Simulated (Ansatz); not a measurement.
WS2/WSSe (van der Waals superlattice) (P3m1), computed twice by G0W0.

The structure was built from a prototype and need not be the compound's stable phase.

It takes space group P3m1 (No. 156, trigonal). Conventional cell: a = 3.149 Å, b = 3.149 Å, c = 11.891 Å, α = 90.00°, β = 90.00°, γ = 120.00°. W has 6 S at 2.39 to 2.40 Å nearest. S has 3 W at 2.39 Å nearest. Nearest to S lie 3 W at 2.40 Å. Nearest to W lie 3 S at 2.39 Å and 3 Se at 2.50 Å. Nearest to S lie 3 W at 2.39 Å. Nearest to Se lie 3 W at 2.50 Å. It derives from S1Se1W1. Farther neighbours and most contacts between anions are not listed.

```cif
data_structure
_symmetry_space_group_name_H-M 'P 1'
_symmetry_Int_Tables_number 1
_cell_length_a 3.1485
_cell_length_b 3.1485
_cell_length_c 11.8906
_cell_angle_alpha 90.000
_cell_angle_beta 90.000
_cell_angle_gamma 120.000
_cell_volume 102.08
loop_
_atom_site_label
_atom_site_type_symbol
_atom_site_fract_x
_atom_site_fract_y
_atom_site_fract_z
_atom_site_occupancy
W1 W 0.33333 0.66667 0.24427 1
S2 S 0.66667 0.33333 0.37532 1
S3 S 0.66667 0.33333 0.11304 1
W4 W 0.00000 0.00000 0.75672 1
S5 S 0.33333 0.66667 0.88674 1
Se6 Se 0.33333 0.66667 0.61194 1
```

The structure was relaxed with PBEsol-D3(BJ). The runs that relaxed it are not among those shown. Spin-orbit coupling is left out unless a run names it.

The first (Ansatz 0.2.0; start PBEsol, 9×9×2 mesh, 425 empty bands, screening to 150 eV, PAW set soft_1 files; 1 × NVIDIA H100 80GB HBM3 (shared by 6 runs) with 2 threads of AMD EPYC 7R13 (Zen 3), shared host) gave, on its mesh: starting gap 0.73 eV, G0W0 gap 1.12 eV, RPA ε∞ (mean) 12.69, 2 min.

The second gave: starting gap 0.73 eV, G0W0 gap 1.02 eV, RPA ε∞ (mean) 13.06, 32 s.

Question: What was changed in the input? Choose among start, files, mesh, bands and cutoff, frequency model or another key.

Changed: empty bands from 425 to 107 and screening cutoff (eV) from 150.0 to 60. The starting gap stayed, which rules out the functional and points to the GW step. Other changes could give like numbers; this is the one that was made.

Limits: not at the basis limit; no spin-orbit coupling; coarse k mesh.

[Paths, hosts, dates, memory and timing lines, banners, echoed tables and standing remarks are left out of the program output.]

[Logs are printed without paths, hosts, clocks, repeated set-up lines and the standing remarks that a program may print on its own settings, such as how far it seeks lower states.]

[Runs of the session that timed out or met a known fault of the program may be left out.]

[Cells called generated may have been cut or substituted from an entry of the Crystallography Open Database or the Materials Project.]

[Hosts, paths, dates, database ids (printed as entryN), source tags and the programs' standing remarks are cut or masked in the printed files.]
